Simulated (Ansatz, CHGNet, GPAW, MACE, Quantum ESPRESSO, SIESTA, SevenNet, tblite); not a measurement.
# KH6C3NO5 (P2_1/c) (64 atoms): one structure in several programs

How near do other programs and methods come to a plane-wave reference for KH6C3NO5 (P2_1/c) (64 atoms)? A plane-wave run serves as the reference.

Method: Kohn-Sham DFT, PBE, PAW, plane waves, in Ansatz 0.2.0.

### Step 1. The structure

The cell holds 64 atoms: 4 K, 24 H, 12 C, 4 N and 20 O. Its edges and angles: a = 7.457 Å, b = 13.002 Å, c = 6.816 Å, α = 90.0°, β = 105.4°, γ = 90.0°. It derives from KH6C3NO5 (P2_1/c), repeated 1×1×1. KH6C3NO5, space group P2_1/c, structure from the Crystallography Open Database, 1 x 1 x 1 conventional cells; every coordinate displaced by a Gaussian of 0.01 Å; bonds to H set to neutron lengths (C-H 1.089, N-H 1.015, O-H 0.983, B-H 1.19 Å) where the listed ones are shorter. Then every atom was moved at random, 0.05 Å r.m.s. a Cartesian component (hydrogen 0.6 of that).

As a file:

```xyz
64
Lattice="7.4570 0.0000 0.0000 0.0000 13.0020 0.0000 -1.8112 0.0000 6.5710" Properties=species:S:1:pos:R:3 pbc="T T T"
K     3.5392    8.3003    0.5119
K     2.9329    1.8231    2.6350
K     2.0590    4.7024    5.8958
K     2.7285   11.2176    3.8805
H     5.5530    9.5592    6.2657
H    -0.7779    3.0015    3.6708
H     0.1327    3.4527    0.4089
H     6.4072   10.0673    2.9094
H     5.7950   11.1102    5.4409
H    -1.0841    4.5878    4.3916
H    -0.2250    1.9184    1.0544
H     6.7394    8.3583    2.1881
H     3.9055   11.6883    0.8339
H     2.6362    5.1552    2.5567
H     1.6840    1.3574    5.7710
H     2.9618    7.8307    4.0490
H     0.0073   12.5044    6.2004
H     4.7042    6.0172    3.5799
H     5.6653    0.5173    0.3289
H     0.9013    7.0190    2.9477
H     6.2619    6.3565    0.9010
H     0.2406   12.8729    2.3669
H    -0.6470    6.7410    5.6498
H     5.4062    0.1572    4.1996
H     4.4213    6.9604    5.9992
H     0.3819    0.4744    3.8236
H     1.2627    5.9994    0.5182
H     5.2680   12.5514    2.7702
C     6.2749   11.1068    0.4985
C     0.2901    4.6874    2.7068
C    -0.6605    1.8446    6.0040
C     5.4020    8.3127    3.7718
C    -1.6240   10.6081    6.3953
C     6.4943    4.0461    3.4800
C     7.3312    2.4324    0.1200
C     6.5551    8.8442    3.1619
C     1.2468   10.7229    0.6822
C     5.2675    4.2611    2.5771
C     4.4273    2.2724    5.8340
C     0.3329    8.8118    4.0179
N     2.1030   11.8919    0.4351
N     4.3720    5.2749    2.9156
N     3.5841    1.1949    6.2227
N     1.1337    7.6279    3.6937
O     5.1726   10.7387    0.1181
O     1.4352    4.2186    3.1662
O     0.4580    2.2690    6.4850
O     4.2126    8.7138    3.3111
O     6.3559   12.0666    1.3520
O     0.1616    5.6218    1.8051
O    -0.7722    0.8986    5.1985
O     5.4347    7.3647    4.6692
O     1.5542    9.9489    1.6348
O     5.0003    3.4800    1.7487
O     4.0707    3.1265    4.9322
O     0.7352    9.5136    4.9389
O     3.1461   12.1616    1.2122
O     3.3531    5.6923    1.9843
O     2.5103    0.8771    5.3200
O     2.1618    7.3470    4.4687
O     5.6244    6.7501    0.2603
O     0.8329    0.1680    2.9201
O    -0.1264    6.3344    6.2569
O     4.8022   12.8122    3.5502
```

### Step 2. Reference: Ansatz, plane waves

The PAW files are the set soft_2.

input.yaml

```yaml
crystal:
  lattice:
    - [7.457, 0.0, 0.0]
    - [0.0, 13.002, 0.0]
    - [-1.81118, 0.0, 6.57096]
  atoms:
    - { symbol: K, position: [0.49354, 0.63839, 0.07791] }
    - { symbol: K, position: [0.49071, 0.14022, 0.401] }
    - { symbol: K, position: [0.49405, 0.36167, 0.89725] }
    - { symbol: K, position: [0.50933, 0.86276, 0.59056] }
    [... 54 atom lines left out ...]
    - { symbol: O, position: [0.53328, 0.06746, 0.80962] }
    - { symbol: O, position: [0.45508, 0.56507, 0.68007] }
    - { symbol: O, position: [0.76387, 0.51916, 0.03961] }
    - { symbol: O, position: [0.21963, 0.01292, 0.44439] }
    - { symbol: O, position: [0.21432, 0.48719, 0.95221] }
    - { symbol: O, position: [0.77521, 0.9854, 0.54028] }
kpoints:
  mp_grid: { grid: [1, 1, 1] }
hamiltonian:
  xc: pbe
scf:
  occupations: { method: fermi_dirac, width: 0.05 }
output:
  forces: true
  eigenvalues: true
  populations: true
  stress: true
```

The run is started by

```
> ansatz run input.yaml --threads 4 --pin off --max-ram 8192MiB --backend cpu --events-out ev --progress --plain --runs-dir out
```

The program printed:

```text
[...]
Pseudopotentials: kind: paw
Pseudopotential: K, paw, valence charge 9, recommended cutoff 420 eV (normal), K.paw.azcp
Pseudopotential: H, paw, valence charge 1, recommended cutoff 420 eV (normal), H.paw.azcp
Pseudopotential: C, paw, valence charge 4, recommended cutoff 420 eV (normal), C.paw.azcp
Pseudopotential: N, paw, valence charge 5, recommended cutoff 420 eV (normal), N.paw.azcp
Pseudopotential: O, paw, valence charge 6, recommended cutoff 420 eV (normal), O.paw.azcp
[... 5 lines on functional and potentials left out ...]
Crystal: 64 atoms, lattice volume = 637.093 Å³
Basis set: ecut = 420 eV, 12457 PW (Γ), exchange–correlation on 100×180×96 points (8 copies of the dense FFT grid, shifted against one another)
Bands: 188, of which v1, the nominal top of the filled ones, is band 124 counted from 1 (123 counted from 0)
Symmetry: 1 space group operations
Space group: P1 (ITA 1), of the structure as read, at distance tolerance 8.6e-5 Å
k-points: 1
[... 11 lines on functional and potentials left out ...]
Initial density: superposition of atomic densities (neutral atoms: chi_scale 0, normalization atom), corrected by the library's trained network
Initial wavefunctions: pseudopotential atomic-orbital guess
[...]
SCF iter   1: F=—  HF=-22426.400784 eV  |F-HF|=—  |Δ(HF+E_count)|=         —  Δρ=6.65e-3  dr2=2.51e-1  ethr=1.77e-3  ⟨swp⟩=6.0  Hψ=840  notcnv=0  defer=25
preconditioner: auto → Resta (q_TF=auto, 2.331 Å⁻¹)  ε∞=2.8  [insulator: Δε(μ)=3.673 eV  Ē_g=16.949 eV  σ=0.050 eV  W_gap=1.00  n_scr=138 (ndim 8)  ℏωp=22.8 eV  f_vac=0.126  D(μ)=0.00/eV (n_scr^D=0)  ε∞_Penn≈2.8]
[...]
SCF iter   9: F=—  HF=-22426.337744 eV  |F-HF|=—  |Δ(HF+E_count)|=   6.46e-7  Δρ=6.09e-6  dr2=2.07e-7  ethr=3.60e-10  ⟨swp⟩=2.0  Hψ=252  notcnv=0  defer=55
SCF iter  10: F=-22426.337744 eV  HF=-22426.337744 eV  |F-HF|=7.36e-9  |Δ(HF+E_count)|=   9.92e-8  Δρ=2.27e-6  dr2=2.84e-8  ethr=4.03e-11  ⟨swp⟩=15.0  Hψ=1116  notcnv=0
SCF 1 converged in 10 iterations: F = -22426.337744 eV  dr2 = 2.84e-8
[...]
SCF converged after 10 iterations
Free energy (F): -22426.337744 eV
Harris-Foulkes:  -22426.337744 eV  (|F-HF|=7.36e-9)
Internal energy: -22426.337744 eV  (E = F + TS)
E sigma→0 (E₀):  -22426.337744 eV
Fermi energy:    3.769923 eV
--- Per-component energies (eV) ---
[...]
Σ components = -22426.337744   (vs F -22426.337744, Δ=0.00e0)
--- Forces (eV/Å), atoms counted from 1 ---
  atom   1  K     -0.02066770     0.02621962     0.36006863
  atom   2  K      0.14121991     0.10156788    -0.00945306
  atom   3  K      0.02312364     0.01959112     0.03137722
  atom   4  K     -0.18090867    -0.18488518     0.04288220
[...]
atom  64  O     -2.12217115    -0.09390209     0.59649250
  max |Σ_I F_I| component: 1.82e-4 eV/Å
--- Stress (GPa, compression-positive) ---
        3.230447       1.573904       3.523221
        1.573904      -0.661763       3.623358
        3.523221       3.623357       2.777020
  P = ⅓ Tr σ = 1.7819 GPa (17.819 kbar)
--- Band table (eV) ---
  k-point 0: bands = ["-25.8744", "-25.8250", "-25.7073", "-25.5257", [... 172 levels ...], "12.5445", "12.5742", "12.6906", "12.7179", "12.7532", "12.8279", "12.8805", "12.9403", "13.0030", "13.0732", "13.1372", "13.1901"]
--- Löwdin populations: 64 sites ---
  site symbol       q [e]
     0      K      8.1857
     1      K      8.1833
     2      K      8.1846
[...]
63      O      6.7598
  spilling = 0.009584 (of n_electrons = 248.000000)
```

Wall time 3.9 s (4 threads of Arm Neoverse V2, shared host); peak memory 0.73 GiB; 14 s of CPU time.

The run gave:

```yaml
free_energy: -22426.3377 eV
free_energy_per_atom: -350.4115 eV/atom
scf_cycles: 10
pressure: 1.782 GPa
r_m_s_force_component: 1.996 eV/Å
longest_force: 9.624 eV/Å
fermi_energy: 3.77 eV
spacing_of_highest_filled_and_lowest_empty_level: 3.546 eV
spilling_of_the_projection: 0.009584
```

Neighbours are counted within 1.21 Å (H-O), 1.34 Å (H-C), 1.27 Å (H-N), 1.73 Å (O-C), 3.43 Å (O-K), 1.67 Å (O-N), 1.85 Å (C-C), 1.79 Å (C-N).

Length of the force by element and coordination:

| element | coordination | atoms | mean length of the force (eV/Å) | spread | least | most |
| --- | --- | --- | --- | --- | --- | --- |
| C | all | 12 | 4.73 | 1.77 | 1.61 | 7.80 |
| C | 3 | 8 | 4.76 | 1.99 | 1.61 | 7.80 |
| C | 4 | 4 | 4.67 | 1.18 | 3.22 | 6.05 |
| H | all | 24 | 1.64 | 1.67 | 0.152 | 7.96 |
| K | all | 4 | 0.210 | 0.117 | 0.0436 | 0.362 |
| N | all | 4 | 4.34 | 1.33 | 2.13 | 5.42 |
| O | all | 20 | 2.85 | 2.03 | 0.805 | 9.62 |
| O | 1 | 4 | 1.64 | 0.690 | 0.805 | 2.65 |
| O | 3 | 8 | 2.67 | 1.42 | 1.08 | 5.89 |
| O | 4 | 8 | 3.64 | 2.58 | 1.72 | 9.62 |

Löwdin charges by element and coordination (they lack the spilled electrons, 0.037 e an atom on average):

| element | coordination | atoms | mean charge (e) | spread | least | most |
| --- | --- | --- | --- | --- | --- | --- |
| C | all | 12 | 0.221 | 0.406 | -0.368 | 0.570 |
| C | 3 | 8 | 0.507 | 0.0525 | 0.448 | 0.570 |
| C | 4 | 4 | -0.35 | 0.0222 | -0.368 | -0.312 |
| H | all | 24 | 0.315 | 0.0713 | 0.193 | 0.410 |
| K | all | 4 | 0.816 | 9.0e-4 | 0.814 | 0.817 |
| N | all | 4 | -0.110 | 0.0096 | -0.127 | -0.103 |
| O | all | 20 | -0.533 | 0.119 | -0.773 | -0.412 |
| O | 1 | 4 | -0.498 | 0.0238 | -0.538 | -0.477 |
| O | 3 | 8 | -0.487 | 0.0301 | -0.534 | -0.437 |
| O | 4 | 8 | -0.596 | 0.165 | -0.773 | -0.412 |

The levels nearest the highest filled one (over half full), pooled over k-points and spins:

| level less the highest filled one (eV) | occupation |
| --- | --- |
| -0.841 | 2 |
| -0.657 | 2 |
| -0.539 | 2 |
| -0.387 | 2 |
| -0.166 | 2 |
| 0 | 2 |
| 3.55 | 0 |
| 3.71 | 0 |
| 3.92 | 0 |
| 4.02 | 0 |
| 4.20 | 0 |
| 4.32 | 0 |

### Step 3. Structure statistics

Density 1.83 g/cm³, 9.955 Å³ an atom.

g(r), total and by pair (bins of 0.2 Å):

| r (Å) | total | H-H | H-O | H-C | H-K | H-N | O-O |
| --- | --- | --- | --- | --- | --- | --- | --- |
| 0.80 | 0.32 | 0.00 | 1.38 | 0.00 | 0.00 | 0.00 | 0.00 |
| 1.00 | 2.33 | 0.00 | 5.17 | 4.57 | 0.00 | 10.12 | 0.00 |
| 1.20 | 0.82 | 0.00 | 0.00 | 1.23 | 0.00 | 0.00 | 0.00 |
| 1.40 | 0.98 | 0.00 | 0.00 | 0.00 | 0.00 | 0.00 | 0.00 |
| 1.60 | 0.58 | 1.40 | 0.57 | 0.00 | 0.00 | 0.00 | 0.00 |
| 1.80 | 0.68 | 1.11 | 1.79 | 0.00 | 0.00 | 2.34 | 0.00 |
| 2.00 | 0.30 | 0.00 | 0.53 | 1.03 | 0.00 | 0.68 | 0.00 |
| 2.20 | 0.63 | 0.36 | 0.23 | 2.84 | 0.00 | 0.00 | 0.77 |
| 2.40 | 0.91 | 1.49 | 0.09 | 1.04 | 0.00 | 0.88 | 0.23 |
| 2.60 | 0.98 | 2.13 | 1.26 | 1.05 | 0.00 | 0.78 | 0.54 |
| 2.80 | 1.29 | 1.00 | 1.29 | 1.67 | 0.00 | 0.66 | 2.16 |
| 3.00 | 1.03 | 0.98 | 1.66 | 0.21 | 0.28 | 0.88 | 1.13 |
| 3.20 | 1.22 | 0.97 | 2.13 | 0.91 | 2.30 | 1.31 | 0.73 |
| 3.40 | 1.23 | 0.67 | 1.01 | 1.69 | 3.93 | 0.47 | 1.31 |
| 3.60 | 0.80 | 0.90 | 0.46 | 0.68 | 1.03 | 0.84 | 1.00 |
| 3.80 | 0.92 | 0.78 | 0.77 | 0.48 | 1.46 | 1.25 | 0.61 |
| 4.00 | 1.08 | 0.88 | 1.16 | 0.55 | 2.31 | 1.50 | 1.82 |
| 4.20 | 1.01 | 1.49 | 0.78 | 1.54 | 0.31 | 1.05 | 1.38 |
| 4.40 | 1.04 | 1.42 | 0.63 | 1.68 | 0.14 | 0.68 | 0.71 |
| 4.60 | 1.01 | 0.96 | 0.77 | 1.08 | 1.61 | 0.86 | 0.54 |
| 4.80 | 0.87 | 0.66 | 0.88 | 1.46 | 0.23 | 0.80 | 0.82 |
| 5.00 | 0.90 | 0.66 | 1.08 | 0.74 | 0.42 | 0.96 | 0.81 |
| 5.20 | 0.89 | 0.68 | 0.86 | 0.82 | 1.57 | 0.68 | 0.61 |
| 5.40 | 1.05 | 1.02 | 1.38 | 0.51 | 1.52 | 0.99 | 1.13 |
| 5.60 | 1.01 | 0.87 | 1.10 | 0.79 | 1.69 | 1.34 | 1.66 |
| 5.80 | 1.06 | 0.86 | 1.17 | 0.94 | 0.55 | 1.18 | 1.40 |
| 6.00 | 1.09 | 1.03 | 1.26 | 1.14 | 1.03 | 2.20 | 0.67 |
| 6.20 | 0.97 | 1.10 | 1.05 | 0.71 | 1.37 | 0.61 | 1.38 |

Bonds by pair of elements; cutoffs follow the first minimum of g(r), held within bounds set by covalent radii, and pairs that aren't listed don't count as bonded:

| pair A-B | cutoff (Å) | bonds | mean length (Å) | spread (Å) | shortest (Å) | B about A | A about B |
| --- | --- | --- | --- | --- | --- | --- | --- |
| H-O | 1.21 | 12 | 0.988 | 0.063 | 0.863 | 0.5 | 0.6 |
| H-C | 1.34 | 8 | 1.10 | 0.059 | 1.07 | 0.333 | 0.667 |
| H-N | 1.27 | 4 | 1.02 | 0.029 | 0.991 | 0.167 | 1 |
| O-C | 1.73 | 12 | 1.27 | 0.046 | 1.17 | 0.6 | 1 |
| O-K | 3.43 | 32 | 2.86 | 0.108 | 2.61 | 1.6 | 8 |
| O-N | 1.67 | 4 | 1.38 | 0.059 | 1.32 | 0.2 | 1 |
| C-C | 1.85 | 8 | 1.50 | 0.09 | 1.37 | 1.33 | 1.33 |
| C-N | 1.79 | 4 | 1.44 | 0.031 | 1.39 | 0.333 | 1 |

How many atoms have how many bonded neighbours:

| element | mean | 1 | 3 | 4 | 8 |
| --- | --- | --- | --- | --- | --- |
| C | 3.33 | 0 | 8 | 4 | 0 |
| H | 1 | 24 | 0 | 0 | 0 |
| K | 8 | 0 | 0 | 0 | 4 |
| N | 3 | 0 | 4 | 0 | 0 |
| O | 3 | 4 | 8 | 8 | 0 |

### Step 4. The ladder

The programs:
- CHGNet: machine-learned potential, published weights.
- GPAW 26.7.0: PAW with atomic orbitals (LCAO), plane waves or a real-space grid of spacing h.
- MACE: machine-learned potential, published weights.
- Quantum ESPRESSO 7.5: plane waves; labels (QE) give functional, pseudopotential set and cutoffs of waves/density.
- SIESTA 5.4.2: numerical atomic orbitals, whose automatically made sets are far from complete, with PseudoDojo norm-conserving potentials that we converted to its format (checked against plane waves on the same files for H, C, O, Si, Ge and Ca alone); labels give functional, basis size, energy shift and mesh cutoff.
- SevenNet: machine-learned potential, published weights.
- tblite 0.8.0: extended tight binding, driven from Python.

All use the same cell and atoms; the electronic-structure runs use the same k-mesh, and an electronic temperature of 580 K (0.05 eV) where levels are smeared.

Differences are against the plane-wave reference, forces as r.m.s. over components; share is that over the reference's r.m.s. force, slope the least-squares factor from reference forces to these. Total energies of different programs have different zeros and aren't compared.

| run | Δ force, r.m.s. (meV/Å) | share (%) | slope | Δ pressure (GPa) | Δ gap (eV) | cores | CPU time | memory (GiB) |
| --- | --- | --- | --- | --- | --- | --- | --- | --- |
| reference | - | - | - | - | - | 4 | 14 s | 0.73 |
| CHGNet 0.3.0 potential | 454 | 22.7 | 0.892 | 0.609 | - | 1 | 3.5 s | 1.4 |
| GPAW PBE, LCAO dzp, h 0.18 Å | 467 | 23.4 | 1.074 | - | 0.0251 | 1 | 89 s | 0.83 |
| GPAW PBE, LCAO dzp, h 0.18 Å, other mixer settings | 467 | 23.4 | 1.073 | - | 0.0247 | 2 | 2.1 min | 0.99 |
| GPAW PBE, LCAO sz(dzp), h 0.18 Å (coarse) | 2802 | 140 | 1.265 | - | -0.498 | 1 | 34 s | 0.64 |
| GPAW revPBE, LCAO dzp, h 0.18 Å | 472 | 23.6 | 1.075 | - | 0.0704 | 1 | 90 s | 0.83 |
| MACE MP-0b2 small potential | 241 | 12.1 | 0.987 | 0.194 | - | 1 | 7.1 s | 0.66 |
| QE PBE, dojo-0.4.1-standard, 80/320 Ry | 74.8 | 3.75 | 0.988 | -0.542 | 0.0023 | 2 | 1.8 min | 0.78 |
| QE PBE, sssp-1.3.0-efficiency, 60/480 Ry | 49.3 | 2.47 | 1.008 | -0.0822 | 0.0012 | 2 | 2.5 min | 1.6 |
| SIESTA PBE, DZP, shift 0.002 Ry, mesh 500 Ry | 432 | 21.7 | 1.072 | 3.40 | 9.0e-4 | 2 | 5.4 min | 1.8 |
| SIESTA PBE, DZP, shift 0.01 Ry, mesh 500 Ry | 336 | 16.8 | 1.062 | 1.77 | 0.0226 | 2 | 2.5 min | 1.3 |
| SIESTA PBE, SZ, shift 0.02 Ry, mesh 500 Ry (coarse) | 2751 | 138 | 1.282 | 18.6 | -0.57 | 1 | 38 s | 0.48 |
| SIESTA PBE, SZP, shift 0.01 Ry, mesh 500 Ry (coarse) | 1360 | 68.1 | 1.163 | 8.06 | -0.102 | 2 | 2.1 min | 1.2 |
| SIESTA PBE, TZP, shift 0.01 Ry, mesh 500 Ry | 308 | 15.4 | 1.051 | 1.42 | 0.0132 | 2 | 3.2 min | 1.4 |
| SevenNet 0 potential | 260 | 13.0 | 0.995 | -0.338 | - | 1 | 7.4 s | 0.91 |
| tblite GFN1-xTB | 455 | 22.8 | 0.978 | -4.84 | - | 1 | 2.1 s | 0.12 |

Rows marked coarse were listed beforehand as settings not expected to be converged; some can still land near the reference.

Times of the machine-learned potentials are mostly Python's start and the loading of weights.

CPU time is summed over cores on a shared host, where runs went side by side, so it is rough. Symmetry, cutoffs, thresholds, outputs and thread counts weren't matched or tuned between programs; memory under MPI is the largest rank's times the ranks.

Mean charges by element (e), by run and scheme:

| run | scheme | K | H | C | N | O |
| --- | --- | --- | --- | --- | --- | --- |
| reference | Löwdin | +0.82 | +0.32 | +0.22 | -0.11 | -0.53 |
| SIESTA PBE, DZP, shift 0.002 Ry, mesh 500 Ry | Hirshfeld | +0.28 | +0.08 | +0.09 | -0.02 | -0.20 |
| SIESTA PBE, DZP, shift 0.01 Ry, mesh 500 Ry | Hirshfeld | +0.23 | +0.06 | +0.09 | 0.00 | -0.18 |
| SIESTA PBE, TZP, shift 0.01 Ry, mesh 500 Ry | Hirshfeld | +0.24 | +0.06 | +0.10 | 0.00 | -0.18 |
| tblite GFN1-xTB | Mulliken | +0.56 | +0.26 | +0.31 | -0.10 | -0.58 |

The reference's Löwdin charges lack the electrons that the projection spills, 0.037 e an atom on average.

Within one program, basis, potentials and functional, energies share a zero. Each run against its twin at the usual cutoff or grid and solver:

| run | twin | Δ energy (meV/atom) | Δ force, r.m.s. (meV/Å) | CPU time over the twin's |
| --- | --- | --- | --- | --- |
| GPAW PBE, LCAO dzp, h 0.18 Å, other mixer settings | LCAO dzp, h 0.18 Å | -1.0e-4 | 1.86 | 1.4 (this twin ran on 1 cores) |

### Step 5. Results

```json
{"reference r.m.s. force component": "2.00 eV/Å", "nearest in forces": "QE PBE, sssp-1.3.0-efficiency, 60/480 Ry, 2.5 %", "farthest in forces": "GPAW PBE, LCAO sz(dzp), h 0.18 Å (coarse), 140 %", "cheapest electronic-structure run beside the reference": "tblite GFN1-xTB, 2.1 s of CPU time"}
```

In words: PBE on plane waves or a grid with other potentials, cutoffs or grids, coarse settings apart, differs from the reference by 2.5 % (QE PBE, sssp-1.3.0-efficiency, 60/480 Ry) to 3.7 % (QE PBE, dojo-0.4.1-standard, 80/320 Ry) of the r.m.s. force; this holds the reference's own error, so differences of a few per cent don't tell which side is nearer the exact PBE result (QE's 80 Ry are 1088 eV, against the reference's 420 eV). The PBE runs in local orbitals, coarse settings apart, differ by 15 % (SIESTA PBE, TZP, shift 0.01 Ry, mesh 500 Ry) to 23 % (GPAW PBE, LCAO dzp, h 0.18 Å, other mixer settings); basis, grid and potentials can all enter. Tight binding differs by 23 % (tblite GFN1-xTB); it is another model, with fitted parameters of its own, and the xTB methods hold dispersion. Machine-learned potentials differ by 12 % (MACE MP-0b2 small potential) to 23 % (CHGNet 0.3.0 potential); they were trained on other programs' data. Rows with another functional or a dispersion term differ by 24 % (GPAW revPBE, LCAO dzp, h 0.18 Å), which mixes the change of model with differences of basis and potentials. Runs with settings chosen to be coarse differ by 68 % (SIESTA PBE, SZP, shift 0.01 Ry, mesh 500 Ry) to 140 % (GPAW PBE, LCAO sz(dzp), h 0.18 Å), their programs' other errors included. One electronic-structure run takes under half the reference's CPU time: tblite GFN1-xTB, at 23 % in 2.1 s against 14 s; its pressure misses by -4.8 GPa. At the same functional, gaps differ from the reference's 3.55 eV by between -0.57 and +0.03 eV. These are spacings on the run's k-points, which needn't hold the band edges. In pressure, SIESTA PBE, SZ, shift 0.02 Ry, mesh 500 Ry misses by +18.6 GPa, at the same functional. Charges hang on model, scheme and program or settings: among these rows the mean for K runs from +0.23 to +0.82 e. In the reference: filled and empty levels are parted by 3.55 eV at Γ alone; the mesh holds the band edges only if they fold onto it, so the gap at this level can be narrower or closed, while semilocal functionals tend to narrow gaps against experiment. In the reference: mean Löwdin charges: C +0.22, H +0.32, K +0.82, N -0.11, O -0.53 e (they miss 0.96 % of the electrons, so they add up to more than the cell's charge). Periodic xTB results under one method name differ between programs and library versions. With short bonds to hydrogen, sets of potentials differ among themselves by several per cent in forces even at converged cutoffs, so the reference isn't exact here either. Machine-learned potentials mimic data converged in k, so the reference's own k-point error enters their differences. The reference's stress is far from hydrostatic: its diagonal is 3.2, -0.7, 2.8 GPa, compression counted positive. The reference's PBE has no dispersion term, which matters for the binding between molecules or layers. The published positions, changed by the recipe (random displacements or longer bonds to H), lie far from the minimum at this level of theory. The reference's pressure of 1.8 GPa belongs to a cell and atoms that aren't relaxed at this level. The electronic-structure runs sample only Γ, in a cell whose shortest periodic width is 7 Å.

[Also dropped from logs without a mark: logging warnings of Python, and SIESTA's first energy breakdown and zero terms.]

[Logs are printed without paths, hosts, clocks, repeated set-up lines and the standing remarks that a program may print on its own settings, such as how far it seeks lower states.]

[Hosts, paths, dates, database ids (printed as entryN), source tags and the programs' standing remarks are cut or masked in the printed files.]
